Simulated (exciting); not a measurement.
## BaTiO3: the Ti L₂,₃ edge from the Bethe–Salpeter equation

How far do the exchange and direct terms reshape the Ti L₂,₃ edge of BaTiO3?

Main program and level: exciting sodium; X-ray absorption, core-level Bethe-Salpeter equation, exchange and statically screened direct term, Tamm-Dancoff, all-electron LAPW+lo LDA, spinor conduction states.

### 1. The structure

It takes space group Pm-3m (No. 221, cubic). Conventional cell: a = 4.006 Å, b = 4.006 Å, c = 4.006 Å, α = 90.00°, β = 90.00°, γ = 90.00°. Ba has 12 O at 2.83 Å nearest. Ti has 6 O at 2.00 Å nearest. O has 2 Ti at 2.00 Å and 4 Ba at 2.83 Å nearest. Farther neighbours and most contacts between anions are not listed.

As a file:

```cif
data_structure
_symmetry_space_group_name_H-M 'Pm-3m'
_symmetry_Int_Tables_number 221
_cell_length_a 4.0060
_cell_length_b 4.0060
_cell_length_c 4.0060
_cell_angle_alpha 90.000
_cell_angle_beta 90.000
_cell_angle_gamma 90.000
_cell_volume 64.29
loop_
_atom_site_label
_atom_site_type_symbol
_atom_site_symmetry_multiplicity
_atom_site_Wyckoff_symbol
_atom_site_fract_x
_atom_site_fract_y
_atom_site_fract_z
_atom_site_occupancy
Ba1 Ba 1 b 0.50000 0.50000 0.50000 1
Ti1 Ti 1 a 0.00000 0.00000 0.00000 1
O1 O 3 d 0.00000 0.00000 0.50000 1
```

Differences between curves are given as r.m.s. difference over r.m.s. height.

### 2. Ground state

The species files are the program's own, with muffin-tin radii set in the input.

input.xml

```
<input>
  <title>BaTiO3</title>
  <structure speciespath="." autormt="false" epslat="1.0e-5">
    <crystal>
      <basevect>7.5702428539 0.0000000000 0.0000000000</basevect>
      <basevect>0.0000000000 7.5702428539 0.0000000000</basevect>
      <basevect>0.0000000000 0.0000000000 7.5702428539</basevect>
    </crystal>
    <species speciesfile="Ba.xml" rmt="2.341">
      <atom coord="0.5000000000 0.5000000000 0.5000000000"/>
    </species>
    <species speciesfile="Ti.xml" rmt="2.128">
      <atom coord="0.0000000000 0.0000000000 0.0000000000"/>
    </species>
    <species speciesfile="O.xml" rmt="1.543">
      <atom coord="0.0000000000 0.0000000000 0.5000000000"/>
      <atom coord="0.0000000000 0.5000000000 0.0000000000"/>
      <atom coord="0.5000000000 0.0000000000 0.0000000000"/>
    </species>
  </structure>
  <groundstate do="fromscratch" xctype="LDA_PW" ngridk="4 4 4" rgkmax="7" gmaxvr="15" nempty="8" swidth="0.001" maxscl="100" epsengy="1e-5">
    <spin spinorb="true"/>
  </groundstate>
</input>
```

Run with:

```bash
OMP_NUM_THREADS=1 mpirun -n 8 exciting
```

Numbers of over 12 decimals in the logs are rounded to 6 here.

What it wrote:

```text
EXCITING SODIUM started
********************************************************************************
* Ground-state run starting from atomic densities                              *
********************************************************************************
+ Starting initialization                                                      +
[... lattice and species ...]
 Spin treatment                             :    spin-polarised
 Spin-orbit coupling is included
[...]
+ Self-consistent loop stopped                                                 +
 STATE.OUT is written
********************************************************************************
* Groundstate module stopped                                                   *
********************************************************************************
 Total time spent (seconds)                 :       101.05
- CAUTION! Warnings have been written in file WARNING.OUT !                    -
| EXCITING SODIUM stopped                                                      =
[key lines of the parts left out:]
Total energy                               :     -9209.95869953
Fermi energy                               :         0.26332683
```

Elapsed: 1.7 min, on 8 MPI ranks of Arm Neoverse V1, shared host.

The warnings file holds hints only, no warning.

The mesh shows a gap of 1.68 eV. Core levels (Dirac, from the valence top):

```csv
atom,level,energy (eV)
Ti,1s1/2,-4849.1
Ti,2s1/2,-529.8
Ti,2p1/2,-442.1
Ti,2p3/2,-436.3
```

### 3. A richer basis for the empty states

Each species file gets more local orbitals, built from u and its energy derivative at 0.15 Ha and u at 0.9 Ha.

input.xml is that of step 2.

SPECIES.xml, added lines

```
<lo l="L">  <!-- L = 0, 1, 2, and 3 from Cs on -->
  <wf matchingOrder="0" trialEnergy="0.1500" searchE="false"/>
  <wf matchingOrder="1" trialEnergy="0.1500" searchE="false"/>
  <wf matchingOrder="0" trialEnergy="0.9000" searchE="false"/>
</lo>
```

Run with:

```bash
OMP_NUM_THREADS=1 mpirun -n 8 exciting
```

What it wrote:

```text
EXCITING SODIUM started
********************************************************************************
* Ground-state run starting from atomic densities                              *
********************************************************************************
+ Starting initialization                                                      +
[... lattice and species ...]
 Spin treatment                             :    spin-polarised
 Spin-orbit coupling is included
[...]
+ Self-consistent loop stopped                                                 +
 STATE.OUT is written
********************************************************************************
* Groundstate module stopped                                                   *
********************************************************************************
 Total time spent (seconds)                 :       108.90
- CAUTION! Warnings have been written in file WARNING.OUT !                    -
| EXCITING SODIUM stopped                                                      =
[key lines of the parts left out:]
Total energy                               :     -9209.96051036
Fermi energy                               :         0.26393124
```

The job ended after 1.8 min (8 MPI ranks).

Against the first ground state the total energy moves by -10 meV an atom and the gap by 0.00 eV.

### 4. Screening, kernels and BSE for Ti atom 2

The absorber has 6 O at 2.00 Å (octahedral, site symmetry m-3m).

input.xml: that of step 3 with these lines changed.

```diff
@@ -20,5 +20,21 @@
   </structure>
-  <groundstate do="fromscratch" xctype="LDA_PW" ngridk="4 4 4" rgkmax="7" gmaxvr="15" nempty="8" swidth="0.001" maxscl="100" epsengy="1e-5">
+  <groundstate do="skip" xctype="LDA_PW" ngridk="4 4 4" rgkmax="7" gmaxvr="15" nempty="8" swidth="0.001" maxscl="100" epsengy="1e-5">
     <spin spinorb="true"/>
   </groundstate>
+  <xs xstype="BSE" ngridk="2 2 2" ngridq="2 2 2" vkloff="0.097 0.273 0.493" rgkmax="7" nempty="12" gqmax="4.5" lmaxapwwf="5" lmaxemat="3" broad="0.00919" tevout="true">
+    <energywindow intv="15.653 16.820" points="381"/>
+    <screening screentype="full" nempty="65"/>
+    <BSE xas="true" xasspecies="2" xasatom="1" xasedge="L23" bsetype="singlet" nstlxas="1 16"/>
+    <qpointset>
+      <qpoint>0 0 0</qpoint>
+    </qpointset>
+    <plan>
+      <doonly task="xsgeneigvec"/>
+      <doonly task="writepmatxs"/>
+      <doonly task="scrgeneigvec"/>
+      <doonly task="scrwritepmat"/>
+      <doonly task="screen"/>
+      <doonly task="scrcoulint"/>
+    </plan>
+  </xs>
 </input>
```

input.xml for the exchange start (cutoff and plan only)

```
  gqmax="4.9"
  <plan>
    <doonly task="exccoulint"/>
  </plan>
```

input.xml for the last start (plan only)

```
  <plan>
    <doonly task="bse"/>
  </plan>
```

Run with:

```bash
OMP_NUM_THREADS=1 mpirun -n 8 exciting
OMP_NUM_THREADS=1 mpirun -n 8 exciting
OMP_NUM_THREADS=8 exciting
```

What it wrote:

```text
| EXCITING SODIUM started for task xsgeneigvec ( 301)                          =
One-shot GS runs for BSE calculations
One-shot GS runs for k+qmt/2 grids
Info(xsgeneigvec): Generating eigenvectors for Q-point      1
Info(xsgeneigvec): Generation of eigenvectors finished
| EXCITING SODIUM started for task writepmatxs ( 320)                          =
Info(writepmatxs): Momentum matrix elements finished
| EXCITING SODIUM started for task scrgeneigvec ( 401)                         =
One-shot GS runs for BSE calculations
One-shot GS runs for k+qmt/2 grids
[...]
Info(setup_bse_block): Setting up RR part of hamiltonian
Info(setup_bse_block): Singlet spin state
Info(bse): Diagonalizing RR Hamiltonian (TDA)
Info(bse): Invoking Lapack routine ZHEEVR
       768 eigen solutions found in the interval:
         i1=       1 i2=     768
Info(bse): Writing excition energies and oscillator strengths to text file.
Info(makespectrum_dist): Making spectrum using formula for coupling with time reversed AR basis.
Info(makespectrum_dist): Using formalism for vanishing momentum transfer.
Info(writederived): Writing quantities derived from the macroscopic dielectric function.
Info(bselauncher): Spectrum finished for iqmt=  1
Info(bselauncher): All done for BSE type singlet
```

Wall time 61 min (8 MPI ranks).

WARNINGS.OUT says: Warning(modbse): BSE calculation of spin-unpolarized systems is experimental.

Wall time by task: xsgeneigvec 10 s, writepmatxs 7.2 s, scrgeneigvec 7.7 s, scrwritepmat 4.2 s, screen 97 s, scrcoulint 30 s, exccoulint 59 min, bse 1.5 s.

The Ti L₂,₃ spectrum of Ti atom 2 (energy from the Kohn–Sham onset, core level to the lowest empty state found on the meshes used, 437.95 eV; the ground-state mesh sets it, and the shifted mesh has its lowest transition 0.46 eV above it; Im ε scaled to the maximum of the singlet run; cut below the end of the band set):

```csv
E (eV),Im ε
-4.50,0.01
-4.25,0.02
-4.00,0.02
-3.75,0.03
-3.50,0.03
-3.25,0.05
-3.00,0.08
-2.75,0.14
-2.50,0.26
-2.25,0.53
-2.00,0.41
-1.75,0.19
-1.50,0.14
-1.25,0.16
-1.00,0.25
-0.75,0.40
-0.50,0.62
-0.25,0.89
0.00,0.97
0.25,0.53
0.50,0.28
0.75,0.17
1.00,0.10
1.25,0.08
1.50,0.06
1.75,0.06
2.00,0.06
2.25,0.06
2.50,0.08
2.75,0.11
3.00,0.20
3.25,0.43
3.50,0.76
3.75,0.48
4.00,0.24
4.25,0.18
4.50,0.22
4.75,0.38
5.00,0.58
5.25,0.75
5.50,0.84
5.75,0.49
```

Maxima (height): -2.2 eV (0.57), -0.1 eV (1.00), 3.5 eV (0.76) and 5.4 eV (0.86).

The Hamiltonian has 768 rows. The lowest groups of eigenvalues and the brightest ones, on the scale above (the program counts from the shifted mesh's onset, 0.46 eV higher). Core spinors bring spin-forbidden partners, so dark means forbidden by spin or by symmetry, and the shifted mesh splits states that symmetry would keep together:

```csv
energy (eV),states within 10 meV,relative strength
-2.905,1,dark
-2.859,1,0.0081
-2.810,2,0.033
-2.741,4,0.0014
-2.726,3,0.0037
-2.692,2,1.8e-4
-2.589,2,0.051
-2.131,1,0.60
-0.378,1,0.96
-0.165,1,0.86
-0.030,1,0.91
4.974,1,0.64
5.400,1,0.91
5.511,1,1.00
```

### 5. Independent particles

input.xml: that of step 4 with these lines changed.

```diff
@@ -26,3 +26,3 @@
     <screening screentype="full" nempty="65"/>
-    <BSE xas="true" xasspecies="2" xasatom="1" xasedge="L23" bsetype="singlet" nstlxas="1 16"/>
+    <BSE xas="true" xasspecies="2" xasatom="1" xasedge="L23" bsetype="IP" nstlxas="1 16"/>
     <qpointset>
@@ -31,8 +31,3 @@
     <plan>
-      <doonly task="xsgeneigvec"/>
-      <doonly task="writepmatxs"/>
-      <doonly task="scrgeneigvec"/>
-      <doonly task="scrwritepmat"/>
-      <doonly task="screen"/>
-      <doonly task="scrcoulint"/>
+      <doonly task="bse"/>
     </plan>
```

Run with:

```bash
OMP_NUM_THREADS=8 exciting
```

What it wrote:

```text
| EXCITING SODIUM started for task bse ( 445)                                  =
Info(bselauncher): Init time:    1.159538
Info(bselauncher): Setting up and diagonalizing BSE Hamiltonian.
Info(bselauncher): Using momentum transfer vectors from list :   1 to  1
Info(bselauncher): Distributing qmt-points over   1 processes.
Info(bselauncher): BSE type: IP
Info(bselauncher): Momentum transfer list index: iqmt=  1
Info(bselauncher): Momentum transfer: vqmtl=   0.000   0.000   0.000
Info(bse): Inspecting occupations...
Info(setranges_modxs): Number of non-reduced k-points:        8
[...]
highest unoccupied state:  66
  Opening gap with a scissor of:      0.000/H      0.000/eV
Info(select_transitions): Number of participating transitions:     768
Info(bse): Selecting transitions...
Info(bse):bsegap (eV):   438.408376
Info(bse): IP requested, nothing much to do
Info(bse): Writing excition energies and oscillator strengths to text file.
Info(makespectrum_dist): Making spectrum using formula for coupling with time reversed AR basis.
Info(makespectrum_dist): Using formalism for vanishing momentum transfer.
Info(writederived): Writing quantities derived from the macroscopic dielectric function.
Info(bselauncher): Spectrum finished for iqmt=  1
Info(bselauncher): All done for BSE type IP
```

Run time: 3 s. Hardware: 8 threads.

Maxima (height): 1.1 eV (0.61), 1.9 eV (0.79), 2.7 eV (0.38), 3.5 eV (0.35) and 4.8 eV (0.35); 1 lower ones aren't listed. The spectrum differs from the singlet run by 93 % r.m.s. The highest maximum lies at 1.9 eV (0.79), against -0.1 eV (1.00).

### 6. Exchange alone

input.xml: that of step 5 with these lines changed.

```diff
@@ -26,3 +26,3 @@
     <screening screentype="full" nempty="65"/>
-    <BSE xas="true" xasspecies="2" xasatom="1" xasedge="L23" bsetype="IP" nstlxas="1 16"/>
+    <BSE xas="true" xasspecies="2" xasatom="1" xasedge="L23" bsetype="RPA" nstlxas="1 16"/>
     <qpointset>
```

Run with:

```bash
OMP_NUM_THREADS=8 exciting
```

What it wrote:

```text
| EXCITING SODIUM started for task bse ( 445)                                  =
Info(bselauncher): Init time:    1.160118
Info(bselauncher): Setting up and diagonalizing BSE Hamiltonian.
Info(bselauncher): Using momentum transfer vectors from list :   1 to  1
Info(bselauncher): Distributing qmt-points over   1 processes.
Info(bselauncher): BSE type: RPA
Info(bselauncher): Momentum transfer list index: iqmt=  1
Info(bselauncher): Momentum transfer: vqmtl=   0.000   0.000   0.000
Info(bse): Inspecting occupations...
Info(setranges_modxs): Number of non-reduced k-points:        8
[...]
Info(setup_bse_block): Setting up RR part of hamiltonian
Info(setup_bse_block): Using RPA approximation
Info(bse): Diagonalizing RR Hamiltonian (TDA)
Info(bse): Invoking Lapack routine ZHEEVR
       768 eigen solutions found in the interval:
         i1=       1 i2=     768
Info(bse): Writing excition energies and oscillator strengths to text file.
Info(makespectrum_dist): Making spectrum using formula for coupling with time reversed AR basis.
Info(makespectrum_dist): Using formalism for vanishing momentum transfer.
Info(writederived): Writing quantities derived from the macroscopic dielectric function.
Info(bselauncher): Spectrum finished for iqmt=  1
Info(bselauncher): All done for BSE type RPA
```

The job ended after 3 s (8 threads).

Maxima (height): 2.3 eV (0.40), 3.2 eV (0.34), 3.8 eV (0.33), 5.2 eV (0.37) and 5.7 eV (0.28); 1 lower ones aren't listed. Against the independent-particle run the r.m.s. difference is 60 %. The highest maximum lies at 2.3 eV (0.40), against 1.9 eV (0.79).

### 7. Direct term alone

input.xml: that of step 6 with these lines changed.

```diff
@@ -26,3 +26,3 @@
     <screening screentype="full" nempty="65"/>
-    <BSE xas="true" xasspecies="2" xasatom="1" xasedge="L23" bsetype="RPA" nstlxas="1 16"/>
+    <BSE xas="true" xasspecies="2" xasatom="1" xasedge="L23" bsetype="triplet" nstlxas="1 16"/>
     <qpointset>
```

Run with:

```bash
OMP_NUM_THREADS=8 exciting
```

What it wrote:

```text
| EXCITING SODIUM started for task bse ( 445)                                  =
Info(bselauncher): Init time:    1.157508
Info(bselauncher): Setting up and diagonalizing BSE Hamiltonian.
Info(bselauncher): Using momentum transfer vectors from list :   1 to  1
Info(bselauncher): Distributing qmt-points over   1 processes.
Info(bselauncher): BSE type: triplet
Info(bselauncher): Momentum transfer list index: iqmt=  1
Info(bselauncher): Momentum transfer: vqmtl=   0.000   0.000   0.000
Info(bse): Inspecting occupations...
[...]
Info(setup_bse_block): Setting up RR part of hamiltonian
Info(setup_bse_block): Triplet spin state
Info(bse): Diagonalizing RR Hamiltonian (TDA)
Info(bse): Invoking Lapack routine ZHEEVR
       768 eigen solutions found in the interval:
         i1=       1 i2=     768
Info(bse): Writing excition energies and oscillator strengths to text file.
Info(makespectrum_dist): Making spectrum using formula for coupling with time reversed AR basis.
Info(makespectrum_dist): Using formalism for vanishing momentum transfer.
Info(writederived): Writing quantities derived from the macroscopic dielectric function.
Info(bselauncher): Spectrum finished for iqmt=  1
Info(bselauncher): All done for BSE type triplet
```

It took 3 s on 8 threads.

Maxima (height): -2.8 eV (1.50), -1.2 eV (0.78), -0.8 eV (0.69), 3.1 eV (0.73) and 5.1 eV (0.34); 1 lower ones aren't listed. The spectrum differs from the singlet run by 105 % r.m.s. The highest maximum lies at -2.8 eV (1.50), against -0.1 eV (1.00).

[end of part 1 of 2]

[Banner, clock and machine lines of the logs are left out without a mark of their own.]

[Logs are printed without paths, hosts, clocks, repeated set-up lines and the standing remarks that a program may print on its own settings, such as how far it seeks lower states.]

[Hosts, paths, dates, database ids (printed as entryN), source tags and the programs' standing remarks are cut or masked in the printed files.]
